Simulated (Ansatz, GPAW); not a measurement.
**Work function of a 4-layer slab of Rh(111) at several levels**

Aim: the work function of both faces of a 4-layer slab of Rh(111), and its spread over functionals and bases.

Program: GPAW 26.7.0 and Ansatz 0.2.0. Level of theory: GPAW, PAW setups; slab in vacuum, in the first sound run; inputs show where later runs differ. Results are calculated unless marked as measured.

**1. The structure**

The cell holds 4 atoms: 4 Rh. Its edges and angles: a = 2.687 Å, b = 2.687 Å, c = 20.582 Å, α = 90.0°, β = 90.0°, γ = 60.0°. Vacuum lies along c.

**2. Relaxation**

Forces are removed first; all later runs use this geometry. The lowest 2 atoms are held at bulk positions and keep their forces.

The input, run.py:

```python
import json
import numpy as np
from ase import Atoms
from ase.constraints import FixAtoms
from ase.optimize import BFGS
from gpaw import GPAW, PW

slab = Atoms(
    ['Rh', 'Rh', 'Rh', 'Rh'],
    positions=[
        [0.00000, 0.00000, 7.00000],
        [1.34350, 0.77567, 9.19393],
        [2.68701, 1.55134, 11.38786],
        [0.00000, 0.00000, 13.58179]],
    cell=[[2.68701, 0.0, 0.0], [1.3435, 2.32702, 0.0], [0.0, 0.0, 20.58179]],
    pbc=[True, True, False])

slab.calc = GPAW(mode=PW(400), xc='PBE', kpts={'size': (13, 13, 1), 'gamma': True},
                 occupations={'name': 'fermi-dirac', 'width': 0.1}, nbands='160%',
                 convergence={'density': 0.0001}, maxiter=200,
                 poissonsolver={'dipolelayer': 'xy'},
                 symmetry={'tolerance': 1e-3, 'extra_ids': [1, 1, 0, 0]}, txt='slab.txt')
result = {}
slab.set_constraint(FixAtoms([0, 1]))
path = []
opt = BFGS(slab, maxstep=0.2)
opt.attach(lambda: path.append((slab.get_potential_energy(), slab.positions.tolist(), slab.get_forces().tolist())))
result['relaxed'] = bool(opt.run(fmax=0.05, steps=30))
result['path'] = path
energy = slab.get_potential_energy()
fermi = slab.calc.get_fermi_level()
v = slab.calc.get_electrostatic_potential().mean((0, 1)) - fermi
n = slab.calc.get_pseudo_density().mean((0, 1))
L = slab.cell[2, 2]
z = np.arange(len(v)) * L / len(v)
low, high = slab.positions[:, 2].min(), slab.positions[:, 2].max()
below, above = np.interp([low - 4.8, high + 4.8], z, v)
slopes = [np.interp(x, z, np.gradient(v, z)) for x in (low - 4.8, high + 4.8)]
eps = np.array([[slab.calc.get_eigenvalues(k, s) for k in range(len(slab.calc.get_ibz_k_points()))]
                for s in range(slab.calc.get_number_of_spins())]) - fermi
top, bottom = eps[eps < 0].max(), eps[eps > 0].min()
dipole = slab.get_dipole_moment()[2]
print(f'energy {energy:.4f} eV, Fermi level {fermi:.4f} eV, dipole {dipole:.5f} e A')
print(f'potential 4.8 A off the faces, from the Fermi level: lower {below:.4f} eV, upper {above:.4f} eV')
print(f'slope of the potential there: lower {slopes[0]:.5f}, upper {slopes[1]:.5f} eV/A')
print(f'nearest levels on the mesh: {top:.4f} and {bottom:.4f} eV')
print('magnetic moment', round(slab.get_magnetic_moment(), 3))
result.update(energy=energy, fermi=fermi, dipole=dipole, below=below, above=above, slopes=slopes, edges=[top, bottom],
              z=z.tolist(), v=v.tolist(), n=n.tolist(), positions=slab.positions.tolist(),
              forces=slab.get_forces(apply_constraint=False).tolist(), moments=slab.get_magnetic_moments().tolist())
json.dump(result, open('result.json', 'w'))
```

Run with:

```
$ OMP_NUM_THREADS=1 OPENBLAS_NUM_THREADS=1 python run.py
```

The log of the run:

```text
Step          Energy          fmax
BFGS:    0      -27.645880        0.047898
energy -27.5312 eV, Fermi level 2.1034 eV, dipole -0.00016 e A
potential 4.8 A off the faces, from the Fermi level: lower 5.1659 eV, upper 5.1662 eV
slope of the potential there: lower -0.00042, upper 0.00042 eV/A
nearest levels on the mesh: -0.0109 and 0.0068 eV
magnetic moment 0.0
```

Elapsed: 48 s, on 1 thread of Intel Xeon Platinum 8375C at 2.90GHz (Ice Lake), shared host; peak memory 0.21 GiB.

Numbers from this step:

```yaml
dipole_along_the_normal: -1.59e-4 e·Å
levels_nearest_the_fermi_level_on_the_mesh: -0.01095, 0.006834 eV from the Fermi level
upper_work_function: 5.166 eV
lower_work_function: 5.166 eV
```

The electrostatic potential energy of an electron (without an applied field's), less the Fermi level, planar mean oscillates, so the rows of the table below give means over windows of 1 Å about each position, cut where the curve ends. Its maxima inside the range that stand out by 2 % of the span (Å: eV): 8.0: -0.698, 10.3: -0.866, 12.5: -0.698. Its minima: 7.0: -25.7, 9.2: -26.2, 11.4: -26.2, 13.6: -25.7.

Table of electrostatic potential energy of an electron (without an applied field's), less the Fermi level, planar mean by z; means over each step:

z (Å), electrostatic potential energy of an electron (without an applied field's), less the Fermi level, planar mean (eV) and a bar from the least value:
```
        0        5.2 ##############################
        1        5.2 ##############################
        2        5.2 ##############################
        3        5.2 ##############################
        4        5.1 ##############################
        5        4.7 ##############################
        6       -0.9 #######################
        7      -20.1 
        8       -3.5 ####################
        9      -19.2 #
       10       -6.1 #################
       11      -15.6 #####
       12      -10.2 ############
       13      -10.6 ###########
       14      -14.3 #######
       15        3.2 ############################
       16        5.0 ##############################
       17        5.2 ##############################
       18        5.2 ##############################
       19        5.2 ##############################
       20        5.2 ##############################
```

The pseudo valence density, planar mean by z:

```
z (Å)  pseudo valence density, planar mean (e/Å³)
  3.5                                      2.4e-4
  4.0                                      8.9e-4
  4.5                                     0.00321
  5.0                                      0.0125
  5.5                                      0.0477
  6.0                                       0.193
  6.5                                       0.910
  7.0                                        2.45
  7.5                                       0.877
  8.0                                       0.347
  8.5                                       0.533
  9.0                                        2.13
  9.5                                        1.64
 10.0                                       0.434
 10.5                                       0.372
 11.0                                        1.29
 11.5                                        2.31
 12.0                                       0.624
 12.5                                       0.334
 13.0                                       0.729
 13.5                                        2.48
 14.0                                        1.18
 14.5                                       0.254
 15.0                                      0.0579
 15.5                                      0.0154
 16.0                                     0.00414
 16.5                                     0.00108
 17.0                                      3.0e-4
 17.5                                      8.1e-5
```

The starting forces already met the threshold, so no step was taken. The largest force left on a free atom is 0.048 eV/Å.

**3. Plane waves, PBE**

The work function is the vacuum plateau of the electrostatic potential less the Fermi level; a dipole layer lets the two faces have plateaus of their own.

Changes to run.py since step 2:

```diff
@@ -3,4 +3,2 @@
 from ase import Atoms
-from ase.constraints import FixAtoms
-from ase.optimize import BFGS
 from gpaw import GPAW, PW
@@ -19,12 +17,6 @@
                  occupations={'name': 'fermi-dirac', 'width': 0.1}, nbands='160%',
-                 convergence={'density': 0.0001}, maxiter=200,
+                 convergence={'density': 1e-05}, maxiter=200,
                  poissonsolver={'dipolelayer': 'xy'},
-                 symmetry={'tolerance': 1e-3, 'extra_ids': [1, 1, 0, 0]}, txt='slab.txt')
+                 symmetry={'tolerance': 1e-3}, txt='slab.txt')
 result = {}
-slab.set_constraint(FixAtoms([0, 1]))
-path = []
-opt = BFGS(slab, maxstep=0.2)
-opt.attach(lambda: path.append((slab.get_potential_energy(), slab.positions.tolist(), slab.get_forces().tolist())))
-result['relaxed'] = bool(opt.run(fmax=0.05, steps=30))
-result['path'] = path
 energy = slab.get_potential_energy()
```

The log of the run:

```text
energy -27.5312 eV, Fermi level 2.1034 eV, dipole -0.00015 e A
potential 4.8 A off the faces, from the Fermi level: lower 5.1660 eV, upper 5.1660 eV
slope of the potential there: lower -0.00038, upper 0.00038 eV/A
nearest levels on the mesh: -0.0109 and 0.0069 eV
magnetic moment 0.0
```

It took 41 s on 1 thread; peak memory 0.21 GiB.

Numbers from this step:

- dipole along the normal: -1.49e-4 e·Å
- levels nearest the Fermi level on the mesh: -0.01095, 0.006888 eV from the Fermi level

Electrostatic potential energy of an electron (without an applied field's), less the Fermi level, planar mean against z:

```
z (Å)  electrostatic potential energy of an electron (without an applied field's), less the Fermi level, planar mean (eV)
  0.0                                                                                                                5.17
  0.5                                                                                                                5.17
  1.0                                                                                                                5.17
  1.5                                                                                                                5.17
  2.0                                                                                                                5.17
  2.5                                                                                                                5.17
  3.0                                                                                                                5.16
  3.5                                                                                                                5.16
  4.0                                                                                                                5.14
  4.5                                                                                                                5.08
  5.0                                                                                                                4.85
  5.5                                                                                                                3.98
  6.0                                                                                                               0.685
  6.5                                                                                                               -11.5
  7.0                                                                                                               -25.6
  7.5                                                                                                               -11.6
  8.0                                                                                                              -0.937
  8.5                                                                                                               -5.89
  9.0                                                                                                               -23.3
  9.5                                                                                                               -19.5
 10.0                                                                                                               -3.48
 10.5                                                                                                               -2.17
 11.0                                                                                                               -16.4
 11.5                                                                                                               -25.1
 12.0                                                                                                               -8.17
 12.5                                                                                                              -0.712
 13.0                                                                                                               -8.81
 13.5                                                                                                               -25.3
 14.0                                                                                                               -14.6
 14.5                                                                                                              -0.475
 15.0                                                                                                                3.70
 15.5                                                                                                                4.77
 16.0                                                                                                                5.06
 16.5                                                                                                                5.14
 17.0                                                                                                                5.16
 17.5                                                                                                                5.16
 18.0                                                                                                                5.17
 18.5                                                                                                                5.17
 19.0                                                                                                                5.17
 19.5                                                                                                                5.17
 20.0                                                                                                                5.17
```

The pseudo valence density, planar mean oscillates, so the rows of the table below give means over windows of 2.14 Å about each position, cut where the curve ends. Its maxima inside the range that stand out by 2 % of the span (Å: e/Å³): 7.1: 2.51, 9.2: 2.60, 11.4: 2.60, 13.5: 2.51. Its minima: 8.1: 0.325, 10.3: 0.322, 12.4: 0.325.

The pseudo valence density, planar mean by z; means over each step:

```
z (Å)  pseudo valence density, planar mean (e/Å³)
 1.07                                           0
 3.21                                      3.3e-4
 5.35                                       0.109
 7.49                                        1.10
 9.63                                        1.11
11.77                                        1.11
13.91                                        1.05
16.05                                      0.0111
18.19                                      3.9e-5
```

The potential is flat to 3.8e-4 eV/Å where it is read, so the vacuum is wide enough.

(Continued in part 2 of 3.)

[Logs are printed without paths, hosts, clocks, repeated set-up lines and the standing remarks that a program may print on its own settings, such as how far it seeks lower states.]

[Hosts, paths, dates, database ids (printed as entryN), source tags and the programs' standing remarks are cut or masked in the printed files.]
